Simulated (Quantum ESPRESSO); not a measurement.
# Constrained canting in MnO, part 3 of 3

Wanted: bilinear and biquadratic couplings of MnO from constrained non-collinear runs.

Quantum ESPRESSO 7.5; PBEsol with U = 4 eV on Mn d (ortho-atomic projectors); plane waves with GBRV 1.5 PBEsol potentials, no spin-orbit coupling.

So far, largest spin moment in the atom's sphere (μB): step 2 (the collinear order that defines the sublattices) 3.92; step 3 (the parallel state in the same cell) 3.96; step 4 (angle 0°, no penalty) 3.96; step 5 (angle 30°, lambda 2 Ry) 3.95; step 6 (angle 60°, lambda 2 Ry) 3.95.

**8. Angle 180°, no penalty**

Contents of pw.in:

```
&CONTROL
  calculation = 'scf'
  prefix = 'pwscf'
  outdir = './tmp'
  pseudo_dir = './pseudo'
  disk_io = 'nowf'
/
&SYSTEM
  ibrav = 0
  celldm(1) = 8
  nat = 4
  ntyp = 3
  ecutwfc = 34
  ecutrho = 238
  nbnd = 60
  occupations = 'smearing'
  smearing = 'fd'
  degauss = 0.00999582
  noncolin = .true.
  starting_magnetization(1) = 0.2607
  angle1(1) = 90
  angle2(1) = 0
  starting_magnetization(2) = 0.2607
  angle1(2) = 90
  angle2(2) = 180
  starting_magnetization(3) = 0
  nosym = .true.
/
&ELECTRONS
  conv_thr = 4d-08
  electron_maxstep = 150
  mixing_beta = 0.3
/
ATOMIC_SPECIES
Mn1    54.9380 mn_pbesol_v1.5.uspp.F.UPF
Mn2    54.9380 mn_pbesol_v1.5.uspp.F.UPF
O      15.9990 o_pbesol_v1.2.uspp.F.UPF
CELL_PARAMETERS alat
   0.7964486968001    0.0000000000000    0.0000000000000
  -0.3982243484000    0.6897448042304    0.0000000000000
   0.0000000000000    0.0000000000000    1.2721400055215
ATOMIC_POSITIONS crystal
Mn1     0.3333333333    0.6666666667    0.0109600000
Mn2     0.6666666667    0.3333333333    0.5109600000
O       0.3333333333    0.6666666667    0.3754700000
O       0.6666666667    0.3333333333    0.8754700000
K_POINTS automatic
6 6 6 0 0 0
HUBBARD {ortho-atomic}
U Mn1-3d 4.0000
U Mn2-3d 4.0000
```

Command:

```bash
OMP_NUM_THREADS=1 mpirun -n 4 pw.x -nk 4 -in pw.in > pw.out
```

Output:

```text
     [... lines left out ...]
Program PWSCF v.7.5 starts
     [... lines left out ...]
     number of atoms/cell      =            4
     [... lines left out ...]
     number of electrons       =        42.00
     number of Kohn-Sham states=           60
     kinetic-energy cutoff     =      34.0000  Ry
     charge density cutoff     =     238.0000  Ry
     scf convergence threshold =      4.0E-08
     [... lines left out ...]
     Noncollinear calculation without spin-orbit
     [... lines left out ...]
     No symmetry found
     [... lines left out ...]
     number of k points=   216  Fermi-Dirac smearing, width (Ry)=  0.0100
     [... lines left out ...]
     iteration # 10     ecut=    34.00 Ry     beta= 0.30
     [... lines left out ...]
     atom number    1 relative position :   -0.0000   0.4598   0.0139
     [... lines left out ...]
     magnetization :          3.914933    0.000007    0.000005
     [... lines left out ...]
     atom number    2 relative position :    0.3982   0.2299   0.6500
     [... lines left out ...]
     magnetization :         -3.914933    0.000023   -0.000006
     [... lines left out ...]
     atom number    3 relative position :   -0.0000   0.4598   0.4777
     [... lines left out ...]
     magnetization :         -0.050109    0.000000   -0.000000
     [... lines left out ...]
     atom number    4 relative position :    0.3982   0.2299   1.1137
     [... lines left out ...]
     magnetization :          0.050109    0.000000    0.000000
     [... lines left out ...]
     Tr[ns(  1)] (up, down, total) =   2.61815  2.61814  5.23629
     [... lines left out ...]
     Tr[ns(  2)] (up, down, total) =   2.61814  2.61815  5.23629
     [... lines left out ...]
     the Fermi energy is     9.5744 ev
!    total energy              =    -486.55403555 Ry
     estimated scf accuracy    <       0.00000003 Ry
     smearing contrib. (-TS)   =      -0.00032901 Ry
     [... lines left out ...]
     total magnetization       =     0.00     0.00    -0.00 Bohr mag/cell
     absolute magnetization    =     9.60 Bohr mag/cell
     convergence has been achieved in  10 iterations
```

Run time: 2.5 min. Hardware: 4 MPI ranks of Arm Neoverse V1, shared host; peak memory 0.98 GiB; 10 min of CPU time.

Numbers from this step:

```yaml
smearing_term_ts: 0.004476 eV
magnetization: 0, 0, 0 μB
absolute_magnetization: 9.595 μB
final_state: antiferromagnetic
largest_moment: 3.915 μB
```

**9. What a mistake does**

As a test, an input with a fault in it is run.

Contents of pw.in:

```
&CONTROL
  calculation = 'scf'
  prefix = 'pwscf'
  outdir = './tmp'
  pseudo_dir = './pseudo'
  disk_io = 'nowf'
/
&SYSTEM
  ibrav = 0
  nat = 4
  ntyp = 3
  ecutwfc = 34
  ecutrho = 238
  nbnd = 30
  occupations = 'smearing'
  smearing = 'fd'
  degauss = 0.00999582
  nspin = 2
  starting_magnetization(1) = 0.3
  starting_magnetization(2) = -0.3
  starting_magnetization(3) = 0
&ELECTRONS
  conv_thr = 4d-08
  electron_maxstep = 50
  mixing_beta = 0.3
/
ATOMIC_SPECIES
Mn1    54.9380 mn_pbesol_v1.5.uspp.F.UPF
Mn2    54.9380 mn_pbesol_v1.5.uspp.F.UPF
O      15.9990 o_pbesol_v1.2.uspp.F.UPF
CELL_PARAMETERS angstrom
   3.3717000000    0.0000000000    0.0000000000
  -1.6858500000    2.9199778539    0.0000000000
   0.0000000000    0.0000000000    5.3855000000
ATOMIC_POSITIONS crystal
Mn1     0.3333333333    0.6666666667    0.0109600000
Mn2     0.6666666667    0.3333333333    0.5109600000
O       0.3333333333    0.6666666667    0.3754700000
O       0.6666666667    0.3333333333    0.8754700000
K_POINTS automatic
6 6 6 0 0 0
HUBBARD {ortho-atomic}
U Mn1-3d 4.0000
U Mn2-3d 4.0000
```

Output:

```text
     [... lines left out ...]
Program PWSCF v.7.5 starts
     Error in routine  read_namelists (1):
      bad line in namelist &system: "&ELECTRONS" (error could be in the previous line)
 %%%%%%%%%%%%%%%%%%%%%%%%%%%%%%%%%%%%%%%%%%%%%%%%%%%%%%%%%%%%%%%%%%%%%%%%%%%%%%
     stopping ...
```

Run time: 0.49 s. Hardware: 4 MPI ranks; peak memory 0.05 GiB.

The program refused the input before any cycle.

The program's message: “read_namelists (1): bad line in namelist &system: "&ELECTRONS" (error could be in the previous line)”

The fault put into the input: a namelist without its slash.

**10. The angles together**

Not every run of the table is shown above.

Canting:

```tsv
lambda (Ry)	typed angle (degrees)	final angle (degrees)	energy less that at the first angle (meV a seeded atom)	penalty energy, not in the total (meV a cell)	largest site moment (μB)	CPU time (s)
-	0	0	0	0	3.958	609.4
2	30	31.66	-8.269	0.8162	3.954	872
2	60	60.78	-27.53	34.41	3.948	3662
-	180	180	-112.6	0	3.915	600.1
```

A fit to E = E0 − A cos θ − B cos² θ gives A = -56.2 meV and B = 1.73 meV a seeded atom.

**11. Summary of results**

```yaml
angle_of_lowest_energy: 180°
range_of_the_energy: 113 meV a seeded atom
range_of_the_largest_moment: 3.91 to 3.96 μB
bilinear_coefficient_a: -56.2 meV
biquadratic_coefficient_b: 1.73 meV
```

The penalty holds the angles within 1.7° of the typed ones. A is negative, so opposed sublattices are favoured; B is 0.031 of it in size, but four points for three parameters hardly fix B. The largest moment changes by 1.1 % over the angles. The run at 90° with lambda 2 Ry did not converge and is not in the table. The run at 120° with lambda 2 Ry did not converge and is not in the table. This holds for the two sublattices of this cell; other orders were not tried. Without spin–orbit coupling only the angle between the moments matters. The mesh is coarse, so differences of some ten meV can be noise where moments are itinerant. This program evaluates a GGA otherwise when all starting moments share an axis than when they do not, so collinear and canted runs are not quite comparable. Energies are free energies at an electronic temperature of 1580 K, which lowers moments and differences where the moments are itinerant. The cutoff lies under the 40 Ry that these files are usually run at.

[Logs and program files are shortened in this print: banners, set-up blocks, solver, clock and traceback lines can be left out without a mark of their own.]

[Logs are printed without paths, hosts, clocks, repeated set-up lines and the standing remarks that a program may print on its own settings, such as how far it seeks lower states.]

[Hosts, paths, dates, database ids (printed as entryN), source tags and the programs' standing remarks are cut or masked in the printed files.]

[Where a cell is said to come from a database of computed structures, the database is the Materials Project.]
